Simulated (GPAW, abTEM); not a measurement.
## PtSe2 monolayer, Pt vacancy: the scripts behind a bonding study

Short scripts, each with its output. The sheet lies in the middle of a cell with vacuum above and below.

### 1. Build the all-electron density and subtract free atoms

```text
cell
1.0
    11.250000000    0.000000000    0.000000000
     0.000000000   12.990381057    0.000000000
     0.000000000    0.000000000   11.820000000
Pt Se
11 24
Direct
0.002635973 0.000471049 0.499320227
0.169030161 0.256561593 0.518430165
0.993140476 0.500403130 0.499501281
0.169901459 0.743878322 0.481082093
0.332969769 0.000250131 0.500215274
0.496734502 0.256141882 0.519155223
0.497411805 0.744069773 0.481852688
0.663723409 0.000100380 0.500603321
0.833029200 0.251328481 0.507898381
0.674031511 0.500132977 0.500527647
0.833514944 0.749356788 0.492621837
0.166512620 0.081998702 0.612354548
0.003234271 0.175423673 0.397073483
0.995786973 0.337806213 0.620129538
0.187824748 0.434446388 0.424223377
0.187023933 0.565682617 0.575064904
0.996129737 0.663300341 0.379212506
0.004244597 0.826112696 0.602135124
0.166873249 0.918591528 0.387560350
0.499152743 0.081465982 0.612805362
0.332981591 0.176385308 0.404011835
0.332550223 0.306291927 0.652509043
0.478648403 0.434848085 0.424863129
0.478097665 0.565655594 0.575913765
0.334250576 0.694254890 0.347816348
0.333532152 0.824227752 0.596449062
0.500173180 0.918839217 0.388115751
0.833943382 0.080827278 0.612867626
0.662243493 0.174507037 0.397652898
0.670182102 0.337049270 0.621472576
0.833569456 0.413942995 0.390494869
0.834134029 0.586674488 0.609944064
0.671339507 0.663169599 0.379490339
0.663008605 0.825768012 0.603557827
0.832180117 0.919240539 0.387200423
```

```python
import numpy as np
from ase.io import read
from ase.units import Bohr
from gpaw import GPAW, PW, FermiDirac
from gpaw.calculator import GPAW as OldGPAW
from gpaw.mpi import serial_comm, world
from scipy.special import erfc
from scipy.spatial import cKDTree

atoms = read("cell.vasp")
atoms.calc = GPAW(mode=PW(500), xc="PBE", kpts={"size": (1, 1, 1), "gamma": True},
                 occupations=FermiDirac(0.05), maxiter=160, symmetry={"tolerance": 1e-5}, txt="scf.txt")
atoms.get_potential_energy()
rho = atoms.calc.get_all_electron_density(gridrefinement=2)
moments = atoms.get_magnetic_moments() if atoms.calc.get_number_of_spins() == 2 else np.zeros(len(atoms))
total = atoms.get_magnetic_moment() if moments.any() else 0.0
if world.rank == 0:
    free = OldGPAW(mode=PW(500), xc="PBE", txt=None, communicator=serial_comm)
    neutral = atoms.copy()
    neutral.set_initial_magnetic_moments(None)
    free.initialize(neutral)
    free.set_positions(neutral)
    drho = rho - free.get_all_electron_density(gridrefinement=2)
    # GPAW starts from confined atoms: exchange their smooth part for that of the datasets' free atoms
    h = np.stack(np.meshgrid(*[np.fft.fftfreq(n, 1 / n) for n in drho.shape], indexing="ij"), -1)
    gabs = np.linalg.norm(h @ atoms.cell.reciprocal(), axis=-1)
    tails = np.fft.fftn(free.get_pseudo_density(gridrefinement=2))
    g, form, v0 = np.linspace(0, gabs.max(), 1500), {}, 0
    for e in set(atoms.symbols):
        idx = atoms.symbols.search(e)
        d = free.setups[idx[0]].data
        r, w = d.rgd.r_g * Bohr, d.rgd.r_g**2 * d.rgd.dr_g
        j0 = np.sinc(2 * g[:, None] * r)
        smooth = sum(f * p**2 for f, p in zip(d.f_j, d.phit_jg)) + np.sqrt(4 * np.pi) * d.nct_g
        full = sum(f * p**2 for f, p in zip(d.f_j, d.phi_jg)) + np.sqrt(4 * np.pi) * d.nc_g
        phase = sum(np.exp(-2j * np.pi * h @ s) for s in atoms.get_scaled_positions()[idx])
        tails -= np.interp(gabs, g, j0 @ (smooth * w)) * phase * drho.size / atoms.get_volume()
        form[e] = j0 @ (full * w)
        v0 += 2 * np.pi / 3 * 14.3996 * (full * w * r**2).sum() * len(idx)  # V A^3
    tails *= 0.5 * erfc((gabs - 1.8) / 0.25)  # the tails differ at long wavelengths alone
    drho += np.fft.ifftn(tails).real  # crystal minus superposed spherical free atoms
    np.save("drho.npy", drho)
    dv = atoms.get_volume() / drho.size
    print("grid", drho.shape, " electrons %.3f" % (rho.sum() * dv), " moved by bonding %.3f e" % (abs(drho).sum() * dv / 2))
    pts = np.indices(drho.shape).reshape(3, -1).T / drho.shape @ atoms.cell
    shifts = (np.indices((3, 3, 3)).reshape(3, -1).T - 1) @ atoms.cell
    images = (atoms.positions[None] + shifts[:, None]).reshape(-1, 3)
    dist, idx = cKDTree(images).query(pts, k=4)
    out = drho.ravel()[dist[:, 0] > 0.5]
    print("deformation density beyond 0.5 A of the nuclei: max %.3f, min %.3f e/A^3" % (out.max(), out.min()))
    tie = dist < dist[:, :1] + 1e-4
    q = -np.bincount((idx % len(atoms))[tie], (drho.ravel()[:, None] / tie.sum(1, keepdims=True) * tie)[tie], len(atoms)) * dv
    print("atom        x       y       z   Voronoi charge  moment")
    for a, s, c, m in zip(atoms, atoms.get_scaled_positions(), q, moments):
        print("%-2s%-3d %7.4f %7.4f %7.4f %10.3f %10.2f" % (a.symbol, a.index + 1, *s, c, m))
    np.savez("free.npz", g=g, **form)
    print("mean inner potential of superposed free atoms %.3f V" % (v0 / atoms.get_volume()))
    print("total magnetic moment %.3f muB" % total)
```

```console
$ OMP_NUM_THREADS=1 mpirun -n 4 gpaw python run.py > gpaw.log
```

```text
grid (120, 140, 126)  electrons 1674.000  moved by bonding 8.835 e
deformation density beyond 0.5 A of the nuclei: max 0.300, min -0.754 e/A^3
atom        x       y       z   Voronoi charge  moment
Pt1    0.0026  0.0005  0.4993      0.081       0.00
Pt2    0.1690  0.2566  0.5184      0.090       0.00
Pt3    0.9931  0.5004  0.4995      0.085       0.00
Pt4    0.1699  0.7439  0.4811      0.088       0.00
Pt5    0.3330  0.0003  0.5002      0.092       0.00
Pt6    0.4967  0.2561  0.5192      0.088       0.00
Pt7    0.4974  0.7441  0.4819      0.088       0.00
Pt8    0.6637  0.0001  0.5006      0.081       0.00
Pt9    0.8330  0.2513  0.5079      0.093       0.00
Pt10   0.6740  0.5001  0.5005      0.084       0.00
Pt11   0.8335  0.7494  0.4926      0.093       0.00
Se12   0.1665  0.0820  0.6124     -0.015       0.00
Se13   0.0032  0.1754  0.3971     -0.064       0.00
Se14   0.9958  0.3378  0.6201     -0.044       0.00
Se15   0.1878  0.4344  0.4242      0.035       0.00
Se16   0.1870  0.5657  0.5751      0.033       0.00
Se17   0.9961  0.6633  0.3792     -0.046       0.00
Se18   0.0042  0.8261  0.6021     -0.065       0.00
Se19   0.1669  0.9186  0.3876     -0.013       0.00
Se20   0.4992  0.0815  0.6128     -0.012       0.00
Se21   0.3330  0.1764  0.4040     -0.039       0.00
Se22   0.3326  0.3063  0.6525     -0.178       0.00
Se23   0.4786  0.4348  0.4249      0.034       0.00
Se24   0.4781  0.5657  0.5759      0.036       0.00
Se25   0.3343  0.6943  0.3478     -0.178       0.00
Se26   0.3335  0.8242  0.5964     -0.038       0.00
Se27   0.5002  0.9188  0.3881     -0.014       0.00
Se28   0.8339  0.0808  0.6129     -0.067       0.00
Se29   0.6622  0.1745  0.3977     -0.066       0.00
Se30   0.6702  0.3370  0.6215     -0.046       0.00
Se31   0.8336  0.4139  0.3905     -0.021       0.00
Se32   0.8341  0.5867  0.6099     -0.021       0.00
Se33   0.6713  0.6632  0.3795     -0.044       0.00
Se34   0.6630  0.8258  0.6036     -0.064       0.00
Se35   0.8322  0.9192  0.3872     -0.066       0.00
mean inner potential of superposed free atoms 8.119 V
total magnetic moment 0.000 muB
```

Time: 3.6 min on 4 cores of Arm Neoverse N1 (shared host), peak memory 2.4 GiB.

### 2. Scan a probe

```python
import abtem
import numpy as np
from ase.build import make_supercell
from ase.io import read

abtem.config.set({"dask.lazy": False, "fft": "fftw", "diagnostics.progress_bar": False})
M = [[1, 0, 0], [0, 1, 0], [0, 0, 1]]  # rows: x, y and beam direction in the primitive cell's axes
unit = make_supercell(read("cell.vasp"), M)
unit.set_cell(list(unit.cell.lengths()) + [90, 90, 90], scale_atoms=True)
unit.positions[:, 2] += 0.4885  # keeps atomic planes off the slice boundaries
unit.wrap()
slab = unit * (2, 1, 1)
print(slab.get_chemical_formula(), "| box %.2f x %.2f x %.2f A" % tuple(slab.cell.lengths()))

# change of the potential by bonding, from the DFT deformation density (Poisson's equation term by term)
drho = np.load("drho.npy")
prim = read("cell.vasp")
h = np.stack(np.meshgrid(*[np.fft.fftfreq(n, 1 / n) for n in drho.shape], indexing="ij"), -1).reshape(-1, 3).astype(int)
g2 = ((h @ prim.cell.reciprocal()) ** 2).sum(1)
keep = (g2 > 0) & (g2 < 2.5**2)
shape = (81, 94, 72)
vg = np.zeros(shape, complex)
hm = h[keep] @ np.array(M).T
move = np.exp(-2j * np.pi * hm[:, 2] * (0.4885 / unit.cell[2, 2] - 0.5 / shape[2]))  # the same shift, sampled at mid-points
vg[tuple(hm.T % np.array(shape)[:, None])] = -14.3996 / np.pi * (np.fft.fftn(drho).ravel() / drho.size)[keep] / g2[keep] * move
dV = np.fft.ifftn(vg).real * vg.size
dV -= dV[:, :, 0].mean()  # zero in the vacuum
dV = dV.reshape(81, 94, 12, 6).mean(3) * unit.cell[2, 2] / 12  # V A, projected in each slice
dV = np.tile(dV.transpose(2, 0, 1), (1, 2, 1))


def build(atoms):
    p = abtem.Potential(atoms, gpts=(162, 94), slice_thickness=[slab.cell[2, 2] / 12] * 12,
                        parametrization="lobato", projection="finite", exit_planes=6).build()
    p.array[:] += BONDING * dV
    return p


def potentials():
    yield build(slab)  # atoms at rest


for label, BONDING in (("IAM", 0.0), ("DFT", 1.0)):
    print("=====", label)
    potential = build(slab)
    print("grid", potential.gpts, "slices", potential.num_slices)
    thickness = potential.exit_thicknesses
    probe = abtem.Probe(energy=80000, semiangle_cutoff=30, defocus=5.9)
    probe.grid.match(potential)
    print("wavelength %.5f A, largest angle on the grid %.0f mrad" % (probe.wavelength, min(probe.cutoff_angles)))
    detectors = {"ABF": (15, 30), "BF": (0, 15), "LAADF": (36, 96)}  # mrad
    columns = [  # name, x, y (A)
        ("vacancy", 3.656, 6.495),
        ("Se_1st", 2.113, 5.644),
        ("Se_2nd", 3.741, 3.979),
        ("Pt_3rd", 1.902, 3.333),
        ("Pt_4th", 7.583, 6.497),
        ("Pt_far", 7.467, 0.001),
        ("Se_far", 9.362, 11.941),
        ("void", 6.188, 4.547),
    ]
    scan = abtem.GridScan(start=(0.0000, 0.0000), end=(11.2500, 12.9904), gpts=(34, 39), endpoint=False)
    dets = [abtem.AnnularDetector(*v) for v in detectors.values()] + [abtem.PixelatedDetector(max_angle=45)]
    runs = [probe.scan(p, scan=scan, detectors=dets, max_batch=32) for p in potentials()]
    out = [sum(x[1:], x[0]) / len(x) for x in zip(*runs)]
    images = dict(zip(detectors, out))
    images["iCOM"] = out[-1].center_of_mass().integrate_gradient()
    np.save(label + "_pacbed.npy", out[-1].array.mean(axis=(1, 2)))
    print("PACBED pixel %.3f x %.3f mrad" % out[-1].angular_sampling)
    for name, im in images.items():
        im = im.interpolate(sampling=0.1, boundary="periodic").gaussian_filter(0.35)
        np.save(label + "_" + name + ".npy", im.array)
        print(name, "signal at the columns" + (", fraction of the beam" if name in detectors else ""))
        print("  t (A)     mean" + "".join("%10s" % c[0][:9] for c in columns))
        for t, a in list(zip(thickness, im.array))[1:]:
            at = [a[round((x - 0.0000) / im.sampling[0]) % a.shape[0], round((y - 0.0000) / im.sampling[1]) % a.shape[1]] for _, x, y in columns]
            print("%7.1f %8.5f" % (t, a.mean()) + "".join("%10.5f" % v for v in at))
```

```console
$ python run.py
```

```text
Pt22Se48 | box 22.50 x 12.99 x 11.82 A
===== IAM
grid (162, 94) slices 12
wavelength 0.04176 A, largest angle on the grid 100 mrad
PACBED pixel 1.856 x 3.214 mrad
ABF signal at the columns, fraction of the beam
  t (A)     mean   vacancy    Se_1st    Se_2nd    Pt_3rd    Pt_4th    Pt_far    Se_far      void
    5.9  0.72902   0.73061   0.71786   0.73061   0.73099   0.73103   0.73103   0.71656   0.73020
   11.8  0.71989   0.72892   0.71618   0.71211   0.68054   0.67799   0.68239   0.71549   0.72575
BF signal at the columns, fraction of the beam
  t (A)     mean   vacancy    Se_1st    Se_2nd    Pt_3rd    Pt_4th    Pt_far    Se_far      void
    5.9  0.26252   0.26366   0.25503   0.26365   0.26341   0.26336   0.26335   0.25391   0.26363
   11.8  0.25960   0.26407   0.25480   0.25930   0.23889   0.23740   0.23964   0.25408   0.26452
LAADF signal at the columns, fraction of the beam
  t (A)     mean   vacancy    Se_1st    Se_2nd    Pt_3rd    Pt_4th    Pt_far    Se_far      void
    5.9  0.00237   0.00043   0.01560   0.00042   0.00034   0.00036   0.00037   0.01763   0.00072
   11.8  0.01123   0.00117   0.01743   0.01740   0.05324   0.05540   0.05135   0.01893   0.00334
iCOM signal at the columns
  t (A)     mean   vacancy    Se_1st    Se_2nd    Pt_3rd    Pt_4th    Pt_far    Se_far      void
    5.9  0.01249   0.00878   0.02696   0.00886   0.00940   0.01067   0.01065   0.02925   0.00996
   11.8  0.01249   0.00069   0.02111   0.02180   0.03299   0.03305   0.03281   0.02172   0.00529
===== DFT
grid (162, 94) slices 12
wavelength 0.04176 A, largest angle on the grid 100 mrad
PACBED pixel 1.856 x 3.214 mrad
ABF signal at the columns, fraction of the beam
  t (A)     mean   vacancy    Se_1st    Se_2nd    Pt_3rd    Pt_4th    Pt_far    Se_far      void
    5.9  0.72903   0.73061   0.71786   0.73062   0.73099   0.73104   0.73104   0.71659   0.73022
   11.8  0.71984   0.72890   0.71611   0.71211   0.68034   0.67783   0.68221   0.71546   0.72574
BF signal at the columns, fraction of the beam
  t (A)     mean   vacancy    Se_1st    Se_2nd    Pt_3rd    Pt_4th    Pt_far    Se_far      void
    5.9  0.26252   0.26366   0.25504   0.26364   0.26341   0.26335   0.26335   0.25393   0.26361
   11.8  0.25959   0.26407   0.25480   0.25927   0.23889   0.23740   0.23964   0.25411   0.26451
LAADF signal at the columns, fraction of the beam
  t (A)     mean   vacancy    Se_1st    Se_2nd    Pt_3rd    Pt_4th    Pt_far    Se_far      void
    5.9  0.00236   0.00043   0.01558   0.00042   0.00034   0.00036   0.00037   0.01761   0.00072
   11.8  0.01126   0.00117   0.01746   0.01744   0.05330   0.05544   0.05141   0.01895   0.00336
iCOM signal at the columns
  t (A)     mean   vacancy    Se_1st    Se_2nd    Pt_3rd    Pt_4th    Pt_far    Se_far      void
    5.9  0.01247   0.00877   0.02714   0.00909   0.00951   0.01076   0.01063   0.02900   0.01021
   11.8  0.01247   0.00068   0.02133   0.02152   0.03330   0.03349   0.03302   0.02142   0.00547
```

Time: 63 s on 1 core of Arm Neoverse N1 (shared host), peak memory 1 GiB.

[Outputs are excerpts: Python notices, other lines and further rows are left out; steps that failed or that the build refused (PBEsol, TPSS) are not shown.]

[Logs are printed without paths, hosts, clocks, repeated set-up lines and the standing remarks that a program may print on its own settings, such as how far it seeks lower states.]
